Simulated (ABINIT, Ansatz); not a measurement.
**Sr2NbGaO6 (Fm-3m): G0W0 on several meshes in ABINIT**

Wanted: mesh dependence and cost of G0W0 for Sr2NbGaO6 (Fm-3m).

Main program and level: ABINIT 10.8.3; PBEsol and many-body steps on it, plane waves.

## Step 1: The starting structure

The structure is cubic, space group Fm-3m (No. 225). Conventional cell: a = 8.000 Å, b = 8.000 Å, c = 8.000 Å, α = 90.00°, β = 90.00°, γ = 90.00°. Nearest to Sr lie 12 O at 2.83 Å. Nearest to Nb lie 6 O at 2.01 Å. Nearest to Ga lie 6 O at 1.99 Å. O has 1 Ga at 1.99 Å and 1 Nb at 2.01 Å and 4 Sr at 2.83 Å nearest. Farther neighbours and most contacts between anions are not listed.

The cell and positions are those that the Materials Project relaxed with its own functionals (PBE, PBE+U or r2SCAN), kept fixed.

## Step 2: Empty states on the mesh, 2×2×2 mesh, 273 bands

This step: ABINIT 10.8.3; DFT, PBEsol, plane waves, norm-conserving pseudopotentials.

The sums over transitions need many empty states on a uniform mesh; this step solves for them.

The input, run.abi:

```
acell 3*1.0 Angstrom
rprim 
  0.000000000000 4.000204000000 4.000204000000
  4.000204000000 0.000000000000 4.000204000000
  4.000204000000 4.000204000000 0.000000000000
ntypat 4
znucl 38 41 31 8
natom 10
typat 1 1 2 3 4 4 4 4 4 4
xred 
  0.250000000000 0.250000000000 0.250000000000
  0.750000000000 0.750000000000 0.750000000000
  0.000000000000 0.000000000000 0.000000000000
  0.500000000000 0.500000000000 0.500000000000
  0.749216000000 0.250784000000 0.250784000000
  0.250784000000 0.749216000000 0.749216000000
  0.250784000000 0.250784000000 0.749216000000
  0.749216000000 0.749216000000 0.250784000000
  0.250784000000 0.749216000000 0.250784000000
  0.749216000000 0.250784000000 0.749216000000
pp_dirpath "pseudos"
pseudos "Sr.upf, Nb.upf, Ga.upf, O.upf"
ecut 37
ngkpt 2 2 2
nshiftk 1
shiftk 0 0 0
kptopt 1
chksymbreak 0
iscf -2
irdden 1
istwfk *1
nband 273
nbdbuf 24
tolwfr 1e-09
nstep 60
prtvol 0
indata_prefix "in"
outdata_prefix "out"
tmpdata_prefix "tmp"
```

Started as:

```bash
$ OMP_NUM_THREADS=1 mpirun -n 4 abinit run.abi > log
```

Numbers of over 12 decimals in the logs are rounded to 6 here.

The log of the run:

```text
.Version 10.8.3 of ABINIT. v10.8.2 released Aug 2026.

 Symmetries : space group Fm -3 m (#225); Bravais cF (face-center cubic)
[... echo of the input left out ...]
== DATASET  1 ==================================================================
-   mpi_nproc: 4, omp_nthreads: 1 (-1 if OMP is not activated)
-    --> not optimal distribution: autoparal keyword recommended in input file <--

--- !DatasetInfo
iteration_state: {dtset: 1, }
dimensions: {natom: 10, nkpt: 3, mband: 273, nsppol: 1, nspinor: 1, nspden: 1, mpw: 9377, }
cutoff_energies: {ecut:  37.0, pawecutdg:  -1.0, }
[...]
2.92762    2.92762    2.92762    2.95841    2.95841    2.95844    2.98762    2.98771
   2.98802    2.99465    2.99504    2.99643    3.00126    3.00223    3.00763    3.01392
   3.02278
 prteigrs : prtvol=0 or 1, do not print more k-points.

== END DATASET(S) ==============================================================
================================================================================

 -outvars: echo values of variables after computation  --------
            nband         273
             nkpt           3
          spgroup         225
 [... the other variables as echoed above ...]

 Calculation completed.
```

It took 2.4 min on 4 MPI ranks of Intel Xeon 6975P-C (Granite Rapids), shared host; peak memory 0.52 GiB; 9.8 min of CPU time.

Numbers from this step:

| Quantity | Value |
| --- | --- |
| gap | 3.158 eV |
| k of the valence top | 0, 0, 0 |
| k of the conduction bottom | 0, 0, 0 |
| least direct gap | 3.158 eV |
| k points computed | 3 |
| lowest point of the top converged band, above the valence top | 71.3069 eV |

On this mesh the gap is 3.158 eV.

The density comes from a self-consistent run that is not shown.

## Step 3: Screening, 2×2×2 mesh, 125 bands, screening to 114.3 eV

The RPA dielectric matrix is built and inverted for each q.

This step: RPA screening on PBEsol, plane waves, norm-conserving pseudopotentials.

run.abi, as its differences from that of step 2:

```diff
@@ -28,10 +28,11 @@
 chksymbreak 0
-iscf -2
-irdden 1
 istwfk *1
-nband 273
-nbdbuf 24
-tolwfr 1e-09
-nstep 60
-prtvol 0
+occopt 1
+irdwfk 1
+optdriver 3
+nband 125
+ecuteps 4.2
+inclvkb 2
+awtr 1
+symchi 1
 indata_prefix "in"
```

The log of the run:

```text
.Version 10.8.3 of ABINIT. v10.8.2 released Aug 2026.

 Symmetries : space group Fm -3 m (#225); Bravais cF (face-center cubic)
[... echo of the input left out ...]
== DATASET  1 ==================================================================
-   mpi_nproc: 4, omp_nthreads: 1 (-1 if OMP is not activated)

--- !DatasetInfo
iteration_state: {dtset: 1, }
dimensions: {natom: 10, nkpt: 3, mband: 125, nsppol: 1, nspinor: 1, nspden: 1, mpw: 9377, }
cutoff_energies: {ecut:  37.0, pawecutdg:  -1.0, }
electrons: {nelect:   8.20000000E+01, charge:   0.00000000E+00, occopt:   1.00000000E+00, tsmear:   1.00000000E-02, }

 SCREENING: Calculation of the susceptibility and dielectric matrices

 Based on a program developped by R.W. Godby, V. Olevano, G. Onida, and L. Reining.
 Incorporated in ABINIT by V. Olevano, G.-M. Rignanese, and M. Torrent.
.Using double precision arithmetic ; gwpc =  8

[... cell and pseudopotentials left out ...]
--------------------------------------------------------------------------------

 ==== K-mesh for the wavefunctions ====
 Number of points in the irreducible wedge :     3
[... list of points left out ...]
 Together with 48 symmetry operations and time-reversal symmetry
 yields     8 points in the full Brillouin Zone.

 ==== Q-mesh for the screening function ====
 Number of points in the irreducible wedge :     3
[... list of points left out ...]
 Together with 48 symmetry operations and time-reversal symmetry
 yields     8 points in the full Brillouin Zone.

 setmesh: FFT mesh size selected  =    40x   40x   40
          total number of points  =        64000

 vcoul_init : cutoff-mode = AUXILIARY_FUNCTION
 q-points for optical limit:   1
     1)      0.000010    0.000020    0.000030

- screening: taking advantage of time-reversal symmetry
- Maximum band index for partially occupied states nbvw = 41
- Remaining bands to be divided among processors   nbcw = 84
- Number of bands treated by each node ~21

 Number of electrons calculated from density =   82.0000; Expected =   82.0000
 average of density, n =  0.094916
 r_s =    1.3600
 omega_plasma =   29.7184 [eV]

 calculating chi0 at frequencies [eV] :
  1    0.000000E+00    0.000000E+00
  2    0.000000E+00    2.971844E+01

--------------------------------------------------------------------------------
  q-point number  1        q = ( 0.000000, 0.000000, 0.000000) [r.l.u.]
--------------------------------------------------------------------------------
[... chi0 elements left out ...]
 For q-point:  0.000010 0.000020 0.000030
  dielectric constant =   5.4426
  dielectric constant without local fields =   6.0866

  Average fulfillment of the sum rule on Im[epsilon] for q-point    1 :     43.88  [%]
[... wings left out ...]
  q-point number  2        q = ( 0.500000, 0.000000, 0.000000) [r.l.u.]
--------------------------------------------------------------------------------
[... chi0 elements left out ...]
  Average fulfillment of the sum rule on Im[epsilon] for q-point    2 :     50.86  [%]

 [... 1 further q-points ...]
```

It took 49 s on 4 MPI ranks; peak memory 1.7 GiB; 3.3 min of CPU time.

Numbers from this step:

```yaml
eps_infinity_with_local_fields_on_this_mesh_along_the_program_s_q_direction: 5.443
the_same_without_local_fields: 6.087
plasma_frequency: 29.72 eV
plane_waves_in_the_screening_matrix: 339
```

Local fields lower ε∞ by 11 %. On a Γ-centred mesh this coarse the value itself is usually too large, while a short band sum pulls it down.

## Step 4: 2×2×2

The self-energy is evaluated for the states that the input lists, and the levels follow from it, in one-shot runs by the linearised quasiparticle equation.

This step: G0W0 on PBEsol, plane waves, norm-conserving pseudopotentials.

run.abi, as its differences from that of step 3:

```diff
@@ -31,8 +31,15 @@
 irdwfk 1
-optdriver 3
+optdriver 4
 nband 125
+gwcalctyp 0
+ecutsigx 37
+symsigma 1
+nkptgw 1
+kptgw 
+  0.0000000000 0.0000000000 0.0000000000
+bdgw 
+  39 44
 ecuteps 4.2
-inclvkb 2
-awtr 1
-symchi 1
+irdscr 1
+ppmodel 1
 indata_prefix "in"
```

The log of the run:

```text
.Version 10.8.3 of ABINIT. v10.8.2 released Aug 2026.

 Symmetries : space group Fm -3 m (#225); Bravais cF (face-center cubic)
[... echo of the input left out ...]
== DATASET  1 ==================================================================
-   mpi_nproc: 4, omp_nthreads: 1 (-1 if OMP is not activated)

--- !DatasetInfo
iteration_state: {dtset: 1, }
dimensions: {natom: 10, nkpt: 3, mband: 125, nsppol: 1, nspinor: 1, nspden: 1, mpw: 9377, }
cutoff_energies: {ecut:  37.0, pawecutdg:  -1.0, }
electrons: {nelect:   8.20000000E+01, charge:   0.00000000E+00, occopt:   1.00000000E+00, tsmear:   1.00000000E-02, }

 SIGMA: Calculation of the GW corrections

 Based on a program developped by R.W. Godby, V. Olevano, G. Onida, and L. Reining.
 Incorporated in ABINIT by V. Olevano, G.-M. Rignanese, and M. Torrent.
.Using double precision arithmetic ; gwpc =  8

[... cell and pseudopotentials left out ...]
--------------------------------------------------------------------------------

 ==== K-mesh for the wavefunctions ====
 Number of points in the irreducible wedge :     3
[... list of points left out ...]
 Together with 48 symmetry operations and time-reversal symmetry
 yields     8 points in the full Brillouin Zone.

 ==== Q-mesh for screening function ====
 Number of points in the irreducible wedge :     3
[... list of points left out ...]
 Together with 48 symmetry operations and time-reversal symmetry
 yields     8 points in the full Brillouin Zone.

 vcoul_init : cutoff-mode = AUXILIARY_FUNCTION
 q-points for optical limit:   1
     1)      0.000010    0.000020    0.000030
 setmesh: FFT mesh size selected  =    60x   60x   60
          total number of points  =       216000

 Number of electrons calculated from density =   82.0000; Expected =   82.0000
 average of density, n =  0.094916
 r_s =    1.3600
 omega_plasma =   29.7184 [eV]

 === KS Band Gaps ===
  >>>> For spin  1
   Minimum direct gap =   3.1575 [eV], located at k-point      :   0.0000  0.0000  0.0000
   Fundamental gap    =   3.1575 [eV], Top of valence bands at :   0.0000  0.0000  0.0000
                                       Bottom of conduction at :   0.0000  0.0000  0.0000
 SIGMA fundamental parameters:
 PLASMON POLE MODEL  1
 number of plane-waves for SigmaX                 9377
 number of plane-waves for SigmaC and W            339
 number of plane-waves for wavefunctions          9377
 number of bands                                   125
 number of independent spin polarizations            1
 number of spinorial components                      1
 number of k-points in IBZ                           3
 number of q-points in IBZ                           3
 number of symmetry operations                      48
 number of k-points in BZ                            8
 number of q-points in BZ                            8
 number of frequencies for dSigma/dE                 9
 frequency step for dSigma/dE [eV]                0.25
 number of omega for Sigma on real axis              0
 max omega for Sigma on real axis  [eV]           0.00
 zcut for avoiding poles [eV]                     0.10

 EPSILON^-1 parameters (SCR file):
 dimension of the eps^-1 matrix on file            339
 dimension of the eps^-1 matrix used               339
 number of plane-waves for wavefunctions          9377
 number of bands                                   125
 number of q-points in IBZ                           3
 number of frequencies                               2
 number of real frequencies                          1
 number of imag frequencies                          1

 matrix elements of self-energy operator (all in [eV])

 Perturbative Calculation

--- !SelfEnergy_ee
iteration_state: {dtset: 1, }
kpoint     : [   0.000,    0.000,    0.000, ]
spin       : 1
KS_gap     :    3.158
QP_gap     :    4.959
Delta_QP_KS:    1.801
data: !SigmaeeData |
     Band     E0 <VxcDFT>   SigX SigC(E0)      Z dSigC/dE  Sig(E)    E-E0       E
       39   6.272 -19.836 -24.633   5.057   0.782  -0.278 -19.633   0.203   6.475
       40   6.272 -19.836 -24.633   5.057   0.782  -0.278 -19.633   0.203   6.475
       41   6.272 -19.836 -24.633   5.057   0.782  -0.278 -19.633   0.203   6.475
       42   9.429 -16.642 -10.798  -3.395   0.818  -0.222 -14.638   2.004  11.433
       43   9.429 -16.642 -10.798  -3.395   0.818  -0.222 -14.638   2.004  11.433
       44   9.429 -16.642 -10.798  -3.395   0.818  -0.222 -14.638   2.004  11.433

== END DATASET(S) ==============================================================
================================================================================

 -outvars: echo values of variables after computation  --------
           etotal      0.0000000000E+00
            nband         125
             nkpt           3
          spgroup         225
 [... the other variables as echoed above ...]

 Calculation completed.
```

Wall time 6.8 s (4 MPI ranks); peak memory 1.2 GiB.

This step gave:

```yaml
g0w0_gap_on_the_points_computed: 4.958 eV
starting_gap_on_the_mesh: 3.158 eV
k_of_the_valence_top: 0, 0, 0
k_of_the_conduction_bottom: 0, 0, 0
z_at_the_valence_top: 0.782
z_at_the_conduction_bottom: 0.818
least_direct_g0w0_gap_on_the_computed_points: 4.958 eV
```

The gap on the mesh goes from 3.16 eV to 4.96 eV, a correction of +1.80 eV.

## Step 5: Empty states on the mesh, 4×4×4 mesh, 137 bands

This step: DFT, PBEsol, plane waves, norm-conserving pseudopotentials.

run.abi, as its differences from that of step 4:

```diff
@@ -23,3 +23,3 @@
 ecut 37
-ngkpt 2 2 2
+ngkpt 4 4 4
 nshiftk 1
@@ -28,18 +28,10 @@
 chksymbreak 0
+iscf -2
+irdden 1
 istwfk *1
-occopt 1
-irdwfk 1
-optdriver 4
-nband 125
-gwcalctyp 0
-ecutsigx 37
-symsigma 1
-nkptgw 1
-kptgw 
-  0.0000000000 0.0000000000 0.0000000000
-bdgw 
-  39 44
-ecuteps 4.2
-irdscr 1
-ppmodel 1
+nband 137
+nbdbuf 12
+tolwfr 1e-09
+nstep 60
+prtvol 0
 indata_prefix "in"
```

The log of the run:

```text
.Version 10.8.3 of ABINIT. v10.8.2 released Aug 2026.

 Symmetries : space group Fm -3 m (#225); Bravais cF (face-center cubic)
[... echo of the input left out ...]
== DATASET  1 ==================================================================
-   mpi_nproc: 4, omp_nthreads: 1 (-1 if OMP is not activated)

--- !DatasetInfo
iteration_state: {dtset: 1, }
dimensions: {natom: 10, nkpt: 8, mband: 137, nsppol: 1, nspinor: 1, nspden: 1, mpw: 9377, }
cutoff_energies: {ecut:  37.0, pawecutdg:  -1.0, }
[...]
1.51839    1.51839    1.54206    1.57595    1.57595    1.57595    1.61284    1.64468
   1.66427    1.66427    1.66427    1.70663    1.70663    1.70663    1.77218    1.78292
   1.78806
 prteigrs : prtvol=0 or 1, do not print more k-points.

== END DATASET(S) ==============================================================
================================================================================

 -outvars: echo values of variables after computation  --------
            nband         137
             nkpt           8
          spgroup         225
 [... the other variables as echoed above ...]

 Calculation completed.
```

The job ended after 96 s (4 MPI ranks; peak memory 0.59 GiB).

Numbers from this step:

- gap: 3.158 eV
- k of the valence top: 0, 0, 0
- k of the conduction bottom: 0, 0, 0
- least direct gap: 3.158 eV
- k points computed: 8
- lowest point of the top converged band, above the valence top: 36.43 eV

On this mesh the gap is 3.158 eV.

## Step 6: Screening, 4×4×4 mesh, 125 bands, screening to 114.3 eV

This step: RPA screening on PBEsol, plane waves, norm-conserving pseudopotentials.

run.abi, as its differences from that of step 5:

```diff
@@ -28,10 +28,11 @@
 chksymbreak 0
-iscf -2
-irdden 1
 istwfk *1
-nband 137
-nbdbuf 12
-tolwfr 1e-09
-nstep 60
-prtvol 0
+occopt 1
+irdwfk 1
+optdriver 3
+nband 125
+ecuteps 4.2
+inclvkb 2
+awtr 1
+symchi 1
 indata_prefix "in"
```

The log of the run:

```text
.Version 10.8.3 of ABINIT. v10.8.2 released Aug 2026.

 Symmetries : space group Fm -3 m (#225); Bravais cF (face-center cubic)
[... echo of the input left out ...]
== DATASET  1 ==================================================================
-   mpi_nproc: 4, omp_nthreads: 1 (-1 if OMP is not activated)

--- !DatasetInfo
iteration_state: {dtset: 1, }
dimensions: {natom: 10, nkpt: 8, mband: 125, nsppol: 1, nspinor: 1, nspden: 1, mpw: 9377, }
cutoff_energies: {ecut:  37.0, pawecutdg:  -1.0, }
electrons: {nelect:   8.20000000E+01, charge:   0.00000000E+00, occopt:   1.00000000E+00, tsmear:   1.00000000E-02, }

 SCREENING: Calculation of the susceptibility and dielectric matrices

 Based on a program developped by R.W. Godby, V. Olevano, G. Onida, and L. Reining.
 Incorporated in ABINIT by V. Olevano, G.-M. Rignanese, and M. Torrent.
.Using double precision arithmetic ; gwpc =  8

[... cell and pseudopotentials left out ...]
--------------------------------------------------------------------------------

 ==== K-mesh for the wavefunctions ====
 Number of points in the irreducible wedge :     8
[... list of points left out ...]
 Together with 48 symmetry operations and time-reversal symmetry
 yields    64 points in the full Brillouin Zone.

 ==== Q-mesh for the screening function ====
 Number of points in the irreducible wedge :     8
[... list of points left out ...]
 Together with 48 symmetry operations and time-reversal symmetry
 yields    64 points in the full Brillouin Zone.

 setmesh: FFT mesh size selected  =    40x   40x   40
          total number of points  =        64000

 vcoul_init : cutoff-mode = AUXILIARY_FUNCTION
 q-points for optical limit:   1
     1)      0.000010    0.000020    0.000030

- screening: taking advantage of time-reversal symmetry
- Maximum band index for partially occupied states nbvw = 41
- Remaining bands to be divided among processors   nbcw = 84
- Number of bands treated by each node ~21

 Number of electrons calculated from density =   82.0000; Expected =   82.0000
 average of density, n =  0.094916
 r_s =    1.3600
 omega_plasma =   29.7184 [eV]

 calculating chi0 at frequencies [eV] :
  1    0.000000E+00    0.000000E+00
  2    0.000000E+00    2.971844E+01

--------------------------------------------------------------------------------
  q-point number  1        q = ( 0.000000, 0.000000, 0.000000) [r.l.u.]
--------------------------------------------------------------------------------
[... chi0 elements left out ...]
 For q-point:  0.000010 0.000020 0.000030
  dielectric constant =   4.6855
  dielectric constant without local fields =   5.2710

  Average fulfillment of the sum rule on Im[epsilon] for q-point    1 :     43.92  [%]
[... wings left out ...]
  q-point number  2        q = ( 0.250000, 0.000000, 0.000000) [r.l.u.]
--------------------------------------------------------------------------------
[... chi0 elements left out ...]
  Average fulfillment of the sum rule on Im[epsilon] for q-point    2 :     56.43  [%]

 [... 6 further q-points ...]
```

The job ended after 4.1 min (4 MPI ranks; peak memory 3.1 GiB).

Numbers from this step:

| Quantity | Value |
| --- | --- |
| ε∞ with local fields, on this mesh, along the program's q direction | 4.686 |
| the same without local fields | 5.271 |
| plasma frequency | 29.72 eV |
| plane waves in the screening matrix | 339 |

[end of part 1 of 2]

[Paths, hosts, dates, memory and timing lines, banners, echoed tables and standing remarks are left out of the program output.]

[Logs are printed without paths, hosts, clocks, repeated set-up lines and the standing remarks that a program may print on its own settings, such as how far it seeks lower states.]

[Runs of the session that timed out or met a known fault of the program may be left out.]

[No measured gap is set beside runs whose start may be inverted or whose files or cutoffs have a known fault.]

[Hosts, paths, dates, database ids (printed as entryN), source tags and the programs' standing remarks are cut or masked in the printed files.]

[G0W0 gaps are taken among the corrected bands and points alone; a level outside them can change the order at an edge.]

[Where Ansatz stands beside ABINIT at settings called matched, ABINIT's density can come from a denser mesh and the files from another edition; pairs whose starting gaps differed by over 0.03 eV were left out, so agreement reads better than it is.]
